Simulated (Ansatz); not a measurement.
# A hypothetical structure for BPW2, part 2 of 2

Starting from a made-up structure for BPW2, the aim is the relaxed cell, its shortest contacts and, where a second run follows, its electronic structure.

Ansatz 0.2.0; DFT, PBE, plane-wave PAW, files of the set soft_1, scalar-relativistic, no spin, cell and ions relaxed at zero pressure; PAW set soft_1 (the session's first sound run).

So far: The starting structure; Relaxing cell and atoms. The relaxed cell has a = 3.210, c = 17.898 Å (conventional setting).

### Step 3. Electronic structure of the relaxed cell

With the geometry fixed, one more self-consistent run, with a narrower smearing and the mesh shown in its input, gives the bands, and its pressure, and its forces where symmetry allows any, show how far the geometry depends on these settings.

This step: DFT, PBE, plane-wave PAW, files of the set soft_1, scalar-relativistic, no spin, bands and density of states at the relaxed cell; PAW set soft_1 (Ansatz 0.2.0).

input.yaml reads:

```yaml
crystal:
  lattice:
    - [1.6049698876, 0.9266297965, 5.966121365]
    - [-1.6049698876, 0.9266297965, 5.966121365]
    - [0.0, -1.8532595935, 5.966121365]
  atoms:
    - { symbol: W, position: [0.2700057878, 0.2700057878, 0.2700057878] }
    - { symbol: W, position: [0.7299942122, 0.7299942122, 0.7299942122] }
    - { symbol: P, position: [0.5, 0.5, 0.5] }
    - { symbol: B, position: [0.0, 0.0, 0.0] }
kpoints:
  mp_grid: { grid: [12, 12, 12] }
  band_path:
    path:
      - [[0.0, 0.0, 0.0], [0.5, 0.0, 0.0], [0.5, 0.18274856, -0.18274856]]
      - [[0.81725144, 0.5, 0.18274856], [0.5, 0.5, 0.5], [0.0, 0.0, 0.0], [0.34137428, 0.0, -0.34137428]]
      - [[0.65862572, 0.34137428, 0.0], [0.5, 0.5, 0.0], [0.65862572, 0.65862572, 0.18274856], [0.5, 0.5, 0.5]]
      - [[0.5, 0.0, 0.0], [0.81725144, 0.34137428, 0.34137428]]
    npoints: 8
scf:
  occupations: { method: fermi_dirac, width: 0.03 }
  n_extra_bands: 8
hamiltonian:
  xc: pbe
  pseudopotentials: { kind: paw, azcp: { folder: soft_1 } }
output:
  forces: true
  stress: true
  write_bands: true
  dos: { projected: true }
  write_density: true
  write_potential: true
  elf: true
  volumetric_format: npy
```

The run is started by

```console
> ansatz run input.yaml --threads 4 --pin off --max-ram 8192MiB --backend cpu --events-out ev --progress --plain --runs-dir out
```

Numbers of over 12 decimals in the logs are rounded to 6 here.

Log:

```text
[...]
Crystal: 4 atoms, lattice volume = 53.237 Å³
Basis set: ecut = 420 eV, 1045 PW (Γ), FFT grids on a1−a2, a2, −a2+a3, exchange–correlation on 48×90×48 points (8 copies of the dense FFT grid, shifted against one another)
Bands: 26, of which v1, the nominal top of the filled ones, is band 18 counted from 1 (17 counted from 0)
Symmetry: 12 space group operations
[...]
k-points: 189 of 1728
[...]
SCF iter   1: F=—  HF=-21686.881411 eV  |F-HF|=—  |Δ(HF+E_count)|=         —  Δρ=1.01e-1  dr2=1.16e1  ethr=3.10e-3  ⟨swp⟩=6.0  Hψ=23549  notcnv=0
[...]
SCF iter   8: F=-21683.929389 eV  HF=-21683.929389 eV  |F-HF|=1.06e-9  |Δ(HF+E_count)|=   6.69e-9  Δρ=2.35e-6  dr2=2.77e-9  ethr=2.78e-10  ⟨swp⟩=14.2  Hψ=31673  notcnv=0
SCF 1 converged in 8 iterations: F = -21683.929389 eV  dr2 = 2.77e-9
[...]
NSCF: frozen V_eff on 76 k-points
SCF converged after 8 iterations
Free energy (F): -21683.929389 eV
[...]
Internal energy: -21683.924676 eV  (E = F + TS)
E sigma→0 (E₀):  -21683.927032 eV
Entropy (-TS):   -0.004713 eV (-1.178 meV/atom)
Fermi energy:    17.790273 eV
[...]
--- Forces (eV/Å), atoms counted from 1 ---
  atom   1  W      0.00000000    -0.00000000     0.00693342
  atom   2  W      0.00000000     0.00000000    -0.00693342
  atom   3  P      0.00000000     0.00000000    -0.00000000
  atom   4  B      0.00000000     0.00000000     0.00000000
  max |Σ_I F_I| component: 9.25e-18 eV/Å
--- Stress (GPa, compression-positive) ---
        0.056656       0.000000       0.000000
        0.000000       0.056656       0.000000
        0.000000       0.000000      -0.152074
  P = ⅓ Tr σ = -0.0129 GPa (-0.129 kbar)
--- Band table (eV; the first three rows and the last of 189) ---
  k-point 0: bands = [... 14 lower, 15.9461, 15.9461, 16.3198, 17.3856, 17.3856, 19.0894, 19.0894, 19.8000, ... 4 higher]
  k-point 1: bands = [... 14 lower, 15.7235, 15.9636, 16.1932, 17.1706, 17.3066, 18.9780, 19.2181, 19.8048, ... 4 higher]
  k-point 2: bands = [... 14 lower, 15.1536, 15.7038, 15.8998, 16.9320, 17.4188, 18.7289, 19.4880, 19.9534, ... 4 higher]
  k-point 188: bands = [... 14 lower, 15.8620, 15.8620, 16.6109, 16.6109, 16.9351, 18.7756, 18.7756, 20.9990, ... 4 higher]
```

It took 4.5 s on 4 threads of Arm Neoverse V2, shared host; peak memory 0.49 GiB.

The column dr2 measures how far the density is from self-consistency, as an energy; F and HF (Harris–Foulkes) agree once it is small.

Numbers from this step:

```yaml
free_energy: -21683.9294 eV
energy_at_zero_smearing: -21683.9270 eV
smearing_term_ts: 0.004713 eV
fermi_energy: 17.79 eV
pressure: -0.01292 GPa
```

From bands.tsv, the bands that come nearest the Fermi level along the path, at its corners, in eV from the Fermi level:

```tsv
point	band 15	band 16	band 17	band 18	band 19	band 20	band 21	band 22
Γ	-1.84	-1.84	-1.47	-0.40	-0.40	1.30	1.30	2.01
L	-3.79	-3.21	-2.15	0.95	1.53	1.99	2.30	2.84
B1	-4.59	-3.22	-0.81	-0.67	0.55	0.93	2.04	2.48
B	-4.59	-3.22	-0.81	-0.67	0.55	0.93	2.04	2.48
Z	-1.93	-1.93	-1.18	-1.18	-0.86	0.99	0.99	3.21
Γ	-1.84	-1.84	-1.47	-0.40	-0.40	1.30	1.30	2.01
X	-4.64	-3.20	-0.88	-0.52	0.54	0.97	1.78	2.85
Q	-4.64	-3.20	-0.88	-0.52	0.54	0.97	1.78	2.85
F	-3.92	-2.79	-0.37	0.11	0.71	1.63	2.31	2.53
P1	-4.00	-2.89	-0.93	0.49	1.08	1.72	1.99	2.73
Z	-1.93	-1.93	-1.18	-1.18	-0.86	0.99	0.99	3.21
L	-3.79	-3.21	-2.15	0.95	1.53	1.99	2.30	2.84
P	-4.00	-2.89	-0.93	0.49	1.08	1.72	1.99	2.73
```

Counts of states for the cell as run, both spins, by energy window (eV from the Fermi level): Near the top, bands beyond those computed are missing, so counts there can be too low.

| from | to | total |
| --- | --- | --- |
| -8 | -7 | 0.34 |
| -7 | -6 | 1.63 |
| -6 | -5 | 1.75 |
| -5 | -4 | 4.44 |
| -4 | -3 | 2.45 |
| -3 | -2 | 1.46 |
| -2 | -1 | 2.03 |
| -1 | 0 | 1.90 |
| 0 | 1 | 2.25 |
| 1 | 2 | 2.71 |
| 2 | 3 | 3.05 |
| 3 | 4 | 2.09 |
| 4 | 5 | 1.51 |

Below -8 eV lie 20.0 more states.

Valence density in the ac plane of the cell as run, not the conventional one, at fractional y = 0.000, with atoms of B within 0.2 Å of it. It is the smooth field of the valence electrons, not physical close to the nuclei.

Ten even steps from '_' (0.1 e/Å³) to '@' (2.0 e/Å³), each cell a mean:
```
::::::....____________________..::
------::......__________________..
..------::::::....________________
....::--::::::----....____________
__....::::::::--**++::..__________
____..::::....::++%%##--..________
____..::::::....::**@@##::..______
____..::====::....::**%%++..______
______..==##++::....::++**--..____
______..::**@@**::....::----..____
________..--##@@++::....::::::..__
__________..--**##==::..::::::..__
____________..::====::::::::::....
______________....::::::::----::..
..________________........::----::
::..____________________....----::
::::..____________________....--::
```
Columns run along a (6.2 Å), rows up along c (6.2 Å). Atoms in or near the plane, at fractional coordinates: B at (0.00, 0.00).

Electrostatic potential energy in the ac plane of the cell as run, not the conventional one, at fractional y = 0.000, with atoms of B within 0.2 Å of it. With pseudopotentials it is smooth inside the atoms' cores, unlike the true potential.

Ten even steps from '_' (-21 eV) to '@' (20 eV), each cell a mean:
```
____==%%%%%%@@@@@@@@@@@@@@@@@@%%::
::____**%%%%##%%@@@@@@@@@@@@@@@@%%
%%==..==####****##%%@@@@@@@@@@@@@@
@@%%**++####**====**%%@@@@@@@@@@@@
@@%%%%##%%%%##==::--**%%@@@@@@@@@@
@@%%######%%%%**--__::++%%@@@@@@@@
@@%%##++++##%%%%**::__::**%%@@@@@@
@@@@##++--==**%%%%++::__--**%%@@@@
@@@@%%##--..::**%%%%**--::==##@@@@
@@@@@@%%**::__::**%%%%**====**%%@@
@@@@@@@@%%++..__::**%%%%##****##@@
@@@@@@@@@@%%++::..==##%%%%####%%%%
@@@@@@@@@@@@%%**----++##%%####%%%%
@@@@@@@@@@@@@@%%##++++####++==**%%
%%@@@@@@@@@@@@@@%%######%%**..__==
--%%@@@@@@@@@@@@@@@@%%%%%%%%==____
__--%%@@@@@@@@@@@@@@@@@@@@@@%%::__
```
Columns run along a (6.2 Å; values clipped at the 3rd and 97th percentile), rows up along c (6.2 Å). Atoms in or near the plane, at fractional coordinates: B at (0.00, 0.00).

ELF in the ac plane of the cell as run, not the conventional one, at fractional y = 0.000, with atoms of B within 0.2 Å of it. It is the smooth field of the valence electrons, not physical close to the nuclei.

Ten even steps from '0' (0.07) to '9' (0.66), each cell a mean:
```
01784212332113795
62496311333211479
98688422234321147
68999634434542113
24589844653454211
11246763576445321
11233465368634432
22135434436753333
23325753443564233
23433686345344212
12354478536643211
11245446744786432
21124543553699864
63112453233489898
97411234312259647
69731123321148821
06962112221126960
```
Columns run along a (6.2 Å), rows up along c (6.2 Å). Atoms in or near the plane, at fractional coordinates: B at (0.00, 0.00).

### Step 4. Summary of results

| Property | Result |
| --- | --- |
| space group, relaxed | R-3m |
| conventional cell | a = 3.210, b = 3.210, c = 17.898 Å; α = 90.0°, β = 90.0°, γ = 120.0° |
| volume per atom | 13.31 Å³ (guess 14.32) |

In words: BPW2 relaxes to R-3m with a = 3.210, b = 3.210 and c = 17.898 Å. The guessed volume was 8 % too large. The space group R-3m was held in the relaxation, so the end point is a stationary structure within it and may be a saddle against distortions or other arrangements. Bands cross the Fermi level, so it is a metal or semimetal at this level. On the 12×12×12 mesh with the narrower smearing (relaxed on 9×9×9) the largest force component is 0.007 eV/Å and the largest stress component is 0.152 GPa, against the relaxation's thresholds of 0.015 eV/Å and 0.05 GPa. The cutoff wasn't tested. Spin-orbit coupling is left out, which can matter for elements this heavy. No dispersion term is used, so weakly bound directions may come out too long. The runs have no spin, and magnetism wasn't tested. Nothing here tests whether the compound is stable against decomposition.

[Logs are printed without paths, hosts, clocks, repeated set-up lines and the standing remarks that a program may print on its own settings, such as how far it seeks lower states.]

[Hosts, paths, dates, database ids (printed as entryN), source tags and the programs' standing remarks are cut or masked in the printed files.]
